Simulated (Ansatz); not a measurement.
# Br on Ru(0001): change of the work function, part 2 of 3

How does Br on the fcc site change the work function of Ru(0001) as the layer fills?

Ansatz 0.2.0; plane-wave DFT, PBE, Ansatz PAW.

So far, work function, upper face (eV): step 2 (the clean slab) 5.05.

### 3. The covered slab, k-mesh 6×6×1, coverage 0.25 ML

System of this step: Br/Ru(0001). The cell holds 17 atoms: 16 Ru and 1 Br. Cell: a = 5.400 Å, b = 5.400 Å, c = 26.634 Å, α = 90.0°, β = 90.0°, γ = 60.0°. Vacuum lies along c.

The clean slab as it ended is repeated in the plane and the adsorbate is set on one face; the cell's size fixes the coverage, and the k-mesh shrinks with it to keep the sampling density about even. Adsorbate and upper layers relax, since the dipole depends on the height.

File input.yaml:

```yaml
crystal:
  lattice:
    - [5.4, 0.0, 0.0]
    - [2.7, 4.6765371804, 0.0]
    - [0.0, 0.0, 26.6344171092]
  atoms:
    - { symbol: Ru, position: [0.3333333333, 0.3333333333, 0.3379086527] }
    - { symbol: Ru, position: [0.0, 0.0, 0.4181957486] }
    - { symbol: Ru, position: [0.3333333333, 0.3333333333, 0.4992108028] }
    - { symbol: Ru, position: [0.0, 0.0, 0.5774974232] }
    - { symbol: Ru, position: [0.3333333333, 0.8333333333, 0.3379086527] }
    - { symbol: Ru, position: [0.0, 0.5, 0.4181957486] }
    - { symbol: Ru, position: [0.3333333333, 0.8333333333, 0.4992108028] }
    - { symbol: Ru, position: [0.0, 0.5, 0.5774974232] }
    - { symbol: Ru, position: [0.8333333333, 0.3333333333, 0.3379086527] }
    - { symbol: Ru, position: [0.5, 0.0, 0.4181957486] }
    - { symbol: Ru, position: [0.8333333333, 0.3333333333, 0.4992108028] }
    - { symbol: Ru, position: [0.5, 0.0, 0.5774974232] }
    - { symbol: Ru, position: [0.8333333333, 0.8333333333, 0.3379086527] }
    - { symbol: Ru, position: [0.5, 0.5, 0.4181957486] }
    - { symbol: Ru, position: [0.8333333333, 0.8333333333, 0.4992108028] }
    - { symbol: Ru, position: [0.5, 0.5, 0.5774974232] }
    - { symbol: Br, position: [0.1666666667, 0.1666666667, 0.6620913473] }
kpoints:
  mp_grid: { grid: [6, 6, 1] }
hamiltonian:
  xc: pbe
scf:
  occupations: { method: fermi_dirac, width: 0.1 }
  convergence: { dr2_threshold: 1.0e-08 }
efield:
  axis: 3
  dipole_correction: true
  ramp_position: 0.97
  ramp_width: 0.06
relax:
  f_tol: 0.02
  max_steps: 60
  constraints: [{ sites: [0, 1, 4, 5, 8, 9, 12, 13] }]
output:
  dos: { projected: true, e_range: [-8, 4] }
  write_potential: true
  write_density: true
  volumetric_format: npy
  elf: true
```

Launch:

```bash
ansatz run input.yaml --threads 4 --pin off --max-ram 6144MiB --backend cpu --events-out ev --progress --plain --runs-dir out
```

Numbers of over 12 decimals in the logs are rounded to 6 here.

The log of the run:

```text
[...]
Crystal: 17 atoms, lattice volume = 672.607 Å³
Basis set: ecut = 420 eV, 13055 PW (Γ), exchange–correlation on 80×80×360 points (8 copies of the dense FFT grid, shifted against one another)
Bands: 158, of which v1, the nominal top of the filled ones, is band 132 counted from 1 (131 counted from 0)
Symmetry: 6 space group operations
[...]
k-points: 7 of 36 (time reversal used)
[...]
SCF iter   1: F=—  HF=-96836.171880 eV  |F-HF|=—  |Δ(HF+E_count)|=         —  Δρ=1.01e-2  dr2=4.19e0  ethr=1.77e-3  p=0.034 e·Å  D=9.18e-3 V/Å  ΔV_dip=-0.24 eV  dr2_dipole=3.78e-1  V_vac-E_F(+/−)=4.46/4.70 eV  ⟨swp⟩=8.6  Hψ=5137  notcnv=0
[...]
SCF iter  10: F=-96836.087853 eV  HF=-96836.087853 eV  |F-HF|=1.33e-8  |Δ(HF+E_count)|=   1.14e-8  Δρ=4.90e-7  dr2=4.51e-9  ethr=3.80e-12  p=0.034 e·Å  D=9.09e-3 V/Å  ΔV_dip=-0.24 eV  dr2_dipole=1.70e-10  V_vac-E_F(+/−)=4.77/5.01 eV  ⟨swp⟩=10.7  Hψ=8229  notcnv=0
SCF 1 converged in 10 iterations: F = -96836.087853 eV  dr2 = 4.51e-9
[...]
relax step   1: F+E_penalty+E_count = -96836.08785341 eV  Δ(F+E_penalty+E_count) = +0.000e0 eV  max|allowed force component| = 8.869e-1 eV/Å  Δτ_max = 0.0000 Å  (10 SCF iters, accepted)
[...]
SCF iter   9: F=-96836.159789 eV  HF=-96836.159789 eV  |F-HF|=6.04e-8  |Δ(HF+E_count)|=   1.44e-7  Δρ=9.37e-7  dr2=6.61e-9  ethr=3.80e-12  p=0.075 e·Å  D=2.03e-2 V/Å  ΔV_dip=-0.54 eV  dr2_dipole=1.50e-10  V_vac-E_F(+/−)=4.47/5.01 eV  ⟨swp⟩=11.4  Hψ=8729  notcnv=0
SCF 2 converged in 9 iterations: F = -96836.159789 eV  dr2 = 6.61e-9
relax step   2: F+E_penalty+E_count = -96836.15978882 eV  Δ(F+E_penalty+E_count) = -7.194e-2 eV  max|allowed force component| = 2.732e-1 eV/Å  Δτ_max = 0.1769 Å  (9 SCF iters, accepted)
SCF iter   1: F=—  HF=-96836.166256 eV  |F-HF|=—  |Δ(HF+E_count)|=         —  Δρ=9.30e-4  dr2=2.31e-2  ethr=5.03e-5  p=0.075 e·Å  D=2.03e-2 V/Å  ΔV_dip=-0.54 eV  dr2_dipole=5.59e-3  V_vac-E_F(+/−)=4.47/5.01 eV  ⟨swp⟩=3.0  Hψ=2615  notcnv=0
[...]
SCF iter   8: F=-96836.166079 eV  HF=-96836.166079 eV  |F-HF|=1.27e-8  |Δ(HF+E_count)|=   7.44e-8  Δρ=4.30e-7  dr2=1.86e-9  ethr=3.80e-12  p=0.071 e·Å  D=1.92e-2 V/Å  ΔV_dip=-0.51 eV  dr2_dipole=2.12e-11  V_vac-E_F(+/−)=4.50/5.01 eV  ⟨swp⟩=9.1  Hψ=8510  notcnv=0
SCF 3 converged in 8 iterations: F = -96836.166079 eV  dr2 = 1.86e-9
relax step   3: F+E_penalty+E_count = -96836.16607865 eV  Δ(F+E_penalty+E_count) = -6.290e-3 eV  max|allowed force component| = 3.882e-2 eV/Å  Δτ_max = 0.0343 Å  (8 SCF iters, accepted)
SCF iter   1: F=—  HF=-96836.165597 eV  |F-HF|=—  |Δ(HF+E_count)|=         —  Δρ=1.38e-4  dr2=7.57e-4  ethr=1.30e-6  p=0.071 e·Å  D=1.92e-2 V/Å  ΔV_dip=-0.51 eV  dr2_dipole=2.53e-4  V_vac-E_F(+/−)=4.50/5.01 eV  ⟨swp⟩=2.9  Hψ=1862  notcnv=0
[...]
SCF iter   7: F=-96836.166219 eV  HF=-96836.166219 eV  |F-HF|=7.07e-9  |Δ(HF+E_count)|=   3.14e-8  Δρ=4.08e-7  dr2=2.09e-9  ethr=3.80e-12  p=0.072 e·Å  D=1.94e-2 V/Å  ΔV_dip=-0.52 eV  dr2_dipole=1.09e-10  V_vac-E_F(+/−)=4.49/5.01 eV  ⟨swp⟩=10.4  Hψ=8095  notcnv=0
SCF 4 converged in 7 iterations: F = -96836.166219 eV  dr2 = 2.09e-9
relax step   4: F+E_penalty+E_count = -96836.16621939 eV  Δ(F+E_penalty+E_count) = -1.407e-4 eV  max|allowed force component| = 8.884e-3 eV/Å  Δτ_max = 0.0029 Å  (7 SCF iters, accepted)
NSCF: frozen V_eff on 7 k-points
[...]
WARN: The output density's exchange-correlation potential varies sharply where the density is thin. Do not read a vacuum level from v_tot or v_xc, or from such a field of the output density. On a cell that repeats whose density bears no net charge and no dipole along the vacuum's axis use v_es (v_loc + v_h of the components); under efield.dipole_correction with no amplitude use v_es + v_field, which holds any externa [...]
SCF converged after 7 iterations
Free energy (F): -96836.166219 eV
[...]
Internal energy: -96835.536348 eV  (E = F + TS)
E sigma→0 (E₀):  -96835.851283 eV
Entropy (-TS):   -0.629872 eV (-37.051 meV/atom)
Fermi energy:    4.851651 eV
Dipole field:    D = 0.019391 V/Å  (p = 0.072078 e·Å, saw-weighted, corrected)
Work function:   Φ+ = 4.4944 eV   Φ− = 5.0109 eV
[...]
--- Forces (eV/Å), atoms counted from 1 ---
  atom   1  Ru    -0.03152723    -0.01820225     0.47776679
  atom   2  Ru    -0.02264083    -0.01307169    -0.53512405
  atom   3  Ru     0.00305175     0.00176193     0.00086998
  atom   4  Ru     0.00641475     0.00370356     0.00228879
  atom   5  Ru     0.00000000     0.03640450     0.47776679
  atom   6  Ru    -0.00000000     0.02614337    -0.53512405
  atom   7  Ru     0.00000000    -0.00352385     0.00086998
  atom   8  Ru     0.00000000    -0.00740711     0.00228879
  atom   9  Ru     0.03152723    -0.01820225     0.47776679
  atom  10  Ru     0.02264083    -0.01307169    -0.53512405
  atom  11  Ru    -0.00305175     0.00176193     0.00086998
  atom  12  Ru    -0.00641475     0.00370356     0.00228879
  atom  13  Ru     0.00000000     0.00000000     0.50371750
  atom  14  Ru    -0.00000000    -0.00000000    -0.32555160
  atom  15  Ru     0.00000000    -0.00000000    -0.00888363
  atom  16  Ru     0.00000000     0.00000000    -0.00193687
  atom  17  Br     0.00000000     0.00000000    -0.00473512
  max |Σ_I F_I| component: 1.48e-5 eV/Å
--- Band table (eV; the first three rows and the last of 7) ---
  k-point 0: bands = [... 128 lower, 5.0841, 5.4943, 5.7792, 5.7792, 5.8619, 5.9727, 5.9727, 5.9987, ... 22 higher]
  k-point 1: bands = [... 128 lower, 4.9401, 5.0524, 5.3305, 5.3965, 5.5833, 5.7733, 5.7809, 5.8281, ... 22 higher]
  k-point 2: bands = [... 128 lower, 4.4972, 4.5565, 4.5730, 4.8098, 4.9874, 5.1254, 5.2111, 5.2353, ... 22 higher]
  k-point 6: bands = [... 128 lower, 4.3643, 4.3868, 4.4297, 4.7266, 4.8650, 4.9767, 5.0117, 5.0222, ... 22 higher]
--- Relaxed structure (4 steps of the walk, 4 accepted, 0 SCFs on fresh bases) ---
  F+E_penalty+E_count = -96836.16621939 eV   max|allowed force component| = 8.884e-3 eV/Å
  atoms:
    - { symbol: Ru, position: [0.333333, 0.333333, 0.337909] }
    - { symbol: Ru, position: [2.6667121670171398e-17, 2.6667121670171407e-17, 0.418196] }
    - { symbol: Ru, position: [0.334027, 0.334027, 0.499203] }
    - { symbol: Ru, position: [0.000631922, 0.000631922, 0.577454] }
    - { symbol: Ru, position: [0.333333, 0.833333, 0.337909] }
    - { symbol: Ru, position: [5.551115123125783e-17, 0.5, 0.418196] }
    - { symbol: Ru, position: [0.334027, 0.831945, 0.499203] }
    - { symbol: Ru, position: [0.000631922, 0.498736, 0.577454] }
    - { symbol: Ru, position: [0.833333, 0.333333, 0.337909] }
    - { symbol: Ru, position: [0.5, 2.6667121670171407e-17, 0.418196] }
    - { symbol: Ru, position: [0.831945, 0.334027, 0.499203] }
    - { symbol: Ru, position: [0.498736, 0.000631922, 0.577454] }
    - { symbol: Ru, position: [0.833333, 0.833333, 0.337909] }
    - { symbol: Ru, position: [0.5, 0.5, 0.418196] }
    - { symbol: Ru, position: [0.833333, 0.833333, 0.499802] }
    - { symbol: Ru, position: [0.5, 0.5, 0.576836] }
    - { symbol: Br, position: [0.166667, 0.166667, 0.656624] }
```

Run time: 25 s. Hardware: 4 threads of AMD EPYC 9R45, shared host; peak memory 2.7 GiB; 96 s of CPU time.

This run has no spin polarisation although its electron count is odd.

The steps of the relaxation:

| step | energy less that of the first step (eV) | largest force component (eV/Å) |
| --- | --- | --- |
| 1 | 0.0000 | 0.8869 |
| 2 | -0.0719 | 0.2732 |
| 3 | -0.0782 | 0.0388 |
| 4 | -0.0784 | 0.0089 |

The run keeps the 6 symmetry operations that it works with, so distortions that break them were not tested.

The atoms that moved most (Å):

| atom | dx | dy | dz | length |
| --- | --- | --- | --- | --- |
| Br17 | 0.000 | 0.000 | -0.146 | 0.146 |
| Ru16 | 0.000 | 0.000 | -0.018 | 0.018 |
| Ru15 | 0.000 | 0.000 | 0.016 | 0.016 |
| Ru3 | 0.006 | 0.003 | 0.000 | 0.006 |
| Ru7 | 0.000 | -0.006 | 0.000 | 0.006 |
| Ru11 | -0.006 | 0.003 | 0.000 | 0.006 |
| Ru4 | 0.005 | 0.003 | -0.001 | 0.006 |
| Ru8 | 0.000 | -0.006 | -0.001 | 0.006 |

The relaxed structure:

```cif
data_structure
_symmetry_space_group_name_H-M 'P 1'
_symmetry_Int_Tables_number 1
_cell_length_a 5.4000
_cell_length_b 5.4000
_cell_length_c 26.6344
_cell_angle_alpha 90.000
_cell_angle_beta 90.000
_cell_angle_gamma 60.000
_cell_volume 672.61
loop_
_atom_site_label
_atom_site_type_symbol
_atom_site_fract_x
_atom_site_fract_y
_atom_site_fract_z
_atom_site_occupancy
Ru1 Ru 0.33333 0.33333 0.33791 1
Ru2 Ru 0.00000 0.00000 0.41820 1
Ru3 Ru 0.33403 0.33403 0.49920 1
Ru4 Ru 0.00063 0.00063 0.57745 1
Ru5 Ru 0.33333 0.83333 0.33791 1
Ru6 Ru 0.00000 0.50000 0.41820 1
Ru7 Ru 0.33403 0.83195 0.49920 1
Ru8 Ru 0.00063 0.49874 0.57745 1
Ru9 Ru 0.83333 0.33333 0.33791 1
Ru10 Ru 0.50000 0.00000 0.41820 1
Ru11 Ru 0.83195 0.33403 0.49920 1
Ru12 Ru 0.49874 0.00063 0.57745 1
Ru13 Ru 0.83333 0.83333 0.33791 1
Ru14 Ru 0.50000 0.50000 0.41820 1
Ru15 Ru 0.83333 0.83333 0.49980 1
Ru16 Ru 0.50000 0.50000 0.57684 1
Br17 Br 0.16667 0.16667 0.65662 1
```

This step gave:

| Property | Result |
| --- | --- |
| energy at zero smearing | -96835.8513 eV |
| work function, upper face | 4.494 eV |
| work function, lower face | 5.011 eV |
| dipole along the normal | 0.07208 e·Å |
| step between the vacuum levels | -0.5165 eV |

Running mean over 2.138 Å of the planar mean; the ramp of the sawtooth is left out. Table of electron's electrostatic potential energy less the Fermi level by z:

| z (Å) | electron's electrostatic potential energy less the Fermi level (eV) |
| --- | --- |
| 4 | 5.01 |
| 5 | 5.00 |
| 6 | 4.92 |
| 7 | 3.88 |
| 8 | -6.30 |
| 9 | -14.3 |
| 10 | -14.7 |
| 11 | -14.8 |
| 12 | -14.6 |
| 13 | -14.9 |
| 14 | -15.5 |
| 15 | -15.0 |
| 16 | -12.3 |
| 17 | -1.93 |
| 18 | 0.868 |
| 19 | 3.71 |
| 20 | 4.46 |
| 21 | 4.49 |
| 22 | 4.49 |
| 23 | 4.49 |

The density of states has structure finer than the step of the table below, so its rows give means over 0.25 eV, whole bins alone (the curve runs from -8 to 1.98 eV). Peaks (eV: height): -5.410: 46.2, -3.430: 50.6, -3.010: 45.1, -1.890: 53.5, -1.590: 59.7, -0.660: 46.7, 0.990: 48.9.

Density of states against energy, zero at the Fermi level; means over each step:

energy (eV), density of states (states/eV a cell) and a bar:
```
    -7.75        0.0 
    -7.50        0.4 
    -7.25        0.9 #
    -7.00        1.0 #
    -6.75        1.1 #
    -6.50        1.7 ##
    -6.25        3.8 ####
    -6.00       13.3 ############
    -5.75       19.5 ##################
    -5.50       22.5 #####################
    -5.25       22.1 ####################
    -5.00       23.1 #####################
    -4.75       21.6 ####################
    -4.50       23.7 ######################
    -4.25       20.0 ##################
    -4.00       24.9 #######################
    -3.75       18.0 #################
    -3.50       24.9 #######################
    -3.25        9.0 ########
    -3.00       24.0 ######################
    -2.75       28.2 ##########################
    -2.50       20.5 ###################
    -2.25       30.6 ############################
    -2.00       32.8 ##############################
    -1.75       24.6 #######################
    -1.50       32.0 #############################
    -1.25       19.8 ##################
    -1.00       14.9 ##############
    -0.75       16.1 ###############
    -0.50       17.8 ################
    -0.25       18.5 #################
     0.00       18.9 #################
     0.25       17.4 ################
     0.50       17.2 ################
     0.75       24.7 #######################
     1.00       31.7 #############################
     1.25       24.4 ######################
     1.50       25.2 #######################
     1.75       12.9 ############
```

Projected DOS per atom over height of the atomic layer and energy from the Fermi level. Layers: Ru4 Ru4 Ru4 Ru4 Br from below.

Ten even steps from '_' (0.00 states/eV) to '@' (2.38 states/eV), each cell a mean:
```
--------..
++####++..
%%****##..
++==--==__
**----++__
**----++__
==--::==__
##++==##..
@@**++##..
**++**%%..
****##**..
--====--..
======--==
++**++++##
++**==++**
--**++==##
::##%%----
__==++::++
________..
__________
__________
__________
```
Columns: height of the atomic layer (Å) from 9 to 17.5; rows upwards: energy from the Fermi level (eV) from -7.96 to 1.95.

ELF in the ca plane at fractional y = 0.000, with atoms of Ru within 0.2 Å of it. It is the smooth field of the valence electrons, not physical close to the nuclei.

Values, 8 rows by 16 columns, each cell a mean:
```
0.29 0.27 0.51 0.46 0.28 0.28 0.43 0.55 0.16 0.14 0.08 0.01 0.00 0.00 0.00 0.00
0.37 0.28 0.29 0.29 0.29 0.33 0.28 0.30 0.20 0.03 0.00 0.00 0.00 0.00 0.00 0.00
0.32 0.27 0.33 0.31 0.28 0.30 0.31 0.36 0.17 0.04 0.01 0.00 0.00 0.00 0.00 0.00
0.31 0.28 0.52 0.49 0.28 0.29 0.45 0.54 0.18 0.27 0.15 0.02 0.00 0.00 0.00 0.00
0.29 0.27 0.51 0.46 0.28 0.27 0.45 0.54 0.36 0.75 0.47 0.07 0.00 0.00 0.00 0.00
0.37 0.28 0.28 0.28 0.28 0.32 0.27 0.27 0.58 0.87 0.65 0.11 0.00 0.00 0.00 0.00
0.32 0.27 0.33 0.31 0.28 0.29 0.31 0.34 0.53 0.86 0.62 0.10 0.00 0.00 0.00 0.00
0.31 0.28 0.51 0.49 0.28 0.29 0.47 0.53 0.30 0.65 0.38 0.05 0.00 0.00 0.00 0.00
```
Columns run along c (16.0 Å, from fractional 0.32 to 0.92 of the cell), rows up along a (5.4 Å). Atoms in or near the plane, at fractional coordinates: Ru at (0.42, 0.00), Ru at (0.58, 0.00), Ru at (0.42, 0.50), Ru at (0.58, 0.50).

Valence density in the ca plane at fractional y = 0.000, with atoms of Ru within 0.2 Å of it. It is the smooth field of the valence electrons, not physical close to the nuclei.

Ten steps, logarithmic in the rise over the least value, from '0' (0.00 × 1e0 e/Å³) to '9' (9.72 × 1e0 e/Å³), each cell a mean:
```
23333589985333333689973110000000000000000000
34433367763334433467752100000000000000000000
45543334433345543334432100000000000000000000
46653333333346643333321100000000000000000000
35543346643345543356542100000000000000000000
33333478874333333579863100000000000000000000
23333589985333333699984211100000000000000000
23333589985333333689974222210000000000000000
34433467764334433467753334321000000000000000
45543334433345543334433344432000000000000000
46653333333346643333333345432000000000000000
35543345543345543356543344431000000000000000
33333478874333333589863233221000000000000000
23333589985333333699984211110000000000000000
```
Columns run along c (16.0 Å, from fractional 0.32 to 0.92 of the cell), rows up along a (5.4 Å). Atoms in or near the plane, at fractional coordinates: Ru at (0.42, 0.00), Ru at (0.58, 0.00), Ru at (0.42, 0.50), Ru at (0.58, 0.50).

Electrostatic potential energy in the ca plane at fractional y = 0.000, with atoms of Ru within 0.2 Å of it. With pseudopotentials it is smooth inside the atoms' cores, unlike the true potential.

Values in eV, 8 rows by 16 columns, each cell a mean:
```
  2   2 -49 -36   3   2 -30 -54   4   9   9   9   9  10  10  10
-15  -3  -1   0  -7 -12   1  -1   8  10  10  10   9  10  10  10
 -9  -1 -10  -6  -4  -7  -4 -11   7   9  10  10   9  10  10  10
  5   3 -61 -47   4   4 -40 -67   2   9   9   9   9  10  10  10
  3   2 -49 -36   3   2 -30 -55   2   5   8   9   9  10  10  10
-15  -3  -1   1  -7 -11   1  -2   0 -11   7   9   9  10  10  10
 -9  -1 -11  -6  -4  -7  -4 -13   1  -6   7   9   9  10  10  10
  5   3 -61 -47   4   4 -40 -67   1   7   9   9   9  10  10  10
```
Columns run along c (16.0 Å, from fractional 0.32 to 0.92 of the cell; values clipped at the 3rd and 97th percentile), rows up along a (5.4 Å). Atoms in or near the plane, at fractional coordinates: Ru at (0.42, 0.00), Ru at (0.58, 0.00), Ru at (0.42, 0.50), Ru at (0.58, 0.50).

The relaxation took 4 steps and lowered the energy by 0.078 eV; the largest force on the free atoms ends at 0.0089 eV/Å.

By hand: a sheet of dipoles makes a step −p/(ε₀A) in the electron's potential. With e/ε₀ = 180.95 V·Å, p = 0.07208 e·Å and A = 25.25 Å², that is −180.95 × (0.07208) / 25.25 = -0.516 eV, and the two vacuum levels of the run differ by -0.516 eV.

The covered face has 4.49 eV, -0.55 eV against the clean one; the bare back face has moved by -0.06 eV, a measure of how thin the slab is.

[end of part 2 of 3]

[Logs are printed without paths, hosts, clocks, repeated set-up lines and the standing remarks that a program may print on its own settings, such as how far it seeks lower states.]

[Hosts, paths, dates, database ids (printed as entryN), source tags and the programs' standing remarks are cut or masked in the printed files.]

[Maps of the electrostatic potential energy from Ansatz leave out the sawtooth potential of an applied field or a dipole correction, so their vacuum need not be flat; planar profiles and work functions include it.]
